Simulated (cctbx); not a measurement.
# Reading a Patterson map

Space group P4/mmm (no. 123), a = 2.8320 Å, b = 2.8320 Å, c = 12.5680 Å, α = 90.00°, β = 90.00°, γ = 90.00°, content Pt4 Pd1 Fe1 H6.

Simulated single-crystal data (cctbx): Mo Kα, λ = 0.71073 Å, to d = 0.77 Å, 50 % of the full sphere, strongest reflection 70000 counts, noise from counting, a 6 % proportional error and a noise floor of 15 counts (s.d.); no absorption.

Patterson synthesis, origin scaled to 1000:

```text
Patterson group P 4/m m m
      u       v       w   height  length (A)
  0.000   0.000   0.000   1000.0     0.00
  0.500   0.500   0.500    923.6     6.60
  0.500   0.500   0.179    565.6     3.01
  0.000   0.000   0.324    540.6     4.08
  0.170   0.170   0.073     38.1     1.14
  0.329   0.329   0.427     32.6     5.52
  0.000   0.500   0.099     29.0     1.88
  0.000   0.500   0.403     25.1     5.25
  0.304   0.500   0.068     22.7     1.86
  0.000   0.194   0.432     20.9     5.45
  0.317   0.317   0.113     18.0     1.90
  0.203   0.500   0.255     16.0     3.55
  0.000   0.324   0.057     14.8     1.16
  0.000   0.293   0.244     14.0     3.17
```

Q: Assign the vectors.

A peak at u stands for all pairs with xi − xj = u, with weight Σ ZiZj against Σ Z² = 27134 at the origin. Peak heights follow these weights only roughly, since form factors, motion and series ripples differ, all vectors within 0.55 Å of a peak are counted as merged into it though the farther ones add only part of their weight, and F(000) is left out, which lowers the whole map:

| u | v | w | shortest length (Å) | height | 1000 ΣZiZj/ΣZ² | pairs in the cell |
| --- | --- | --- | --- | --- | --- | --- |
| 0.500 | 0.500 | 0.500 | 6.60 | 924 | 985 | 4 × Pt–Pt, 2 × Pd–Fe, 4 × H–H |
| 0.500 | 0.500 | 0.179 | 3.01 | 566 | 862 | 2 × Pt–Pt, 2 × Pt–Pd, 2 × Pt–Fe |
| 0.000 | 0.000 | 0.324 | 4.07 | 541 | 862 | 2 × Pt–Pt, 2 × Pt–Pd, 2 × Pt–Fe |

The table stops at ten peaks or at a height of 45, below which ripples compete. In the model behind the data Pt, the heaviest element, has 2 independent sites: (1/2, 1/2, 0.1487) and (0, 0, 0.6570), up to an allowed shift of origin; the Pt–Pt vectors are differences of these positions and their symmetry mates. The whole model:

```csv
atom,mult.,x,y,z,Ueq (Å²)
Pt1,2,1/2,1/2,0.1487,0.0044
Pt2,2,0,0,0.6570,0.0046
Pd1,1,1/2,1/2,1/2,0.0071
Fe1,1,0,0,0,0.0108
H1,2,1/2,1/2,0.6350,0.0271
H2,4,0,1/2,0.7605,0.0313
```

The model is made up (kin elements in a known structure type, no relaxation), so it says nothing on whether the phase exists.

[Logs are printed without paths, hosts, clocks, repeated set-up lines and the standing remarks that a program may print on its own settings, such as how far it seeks lower states.]
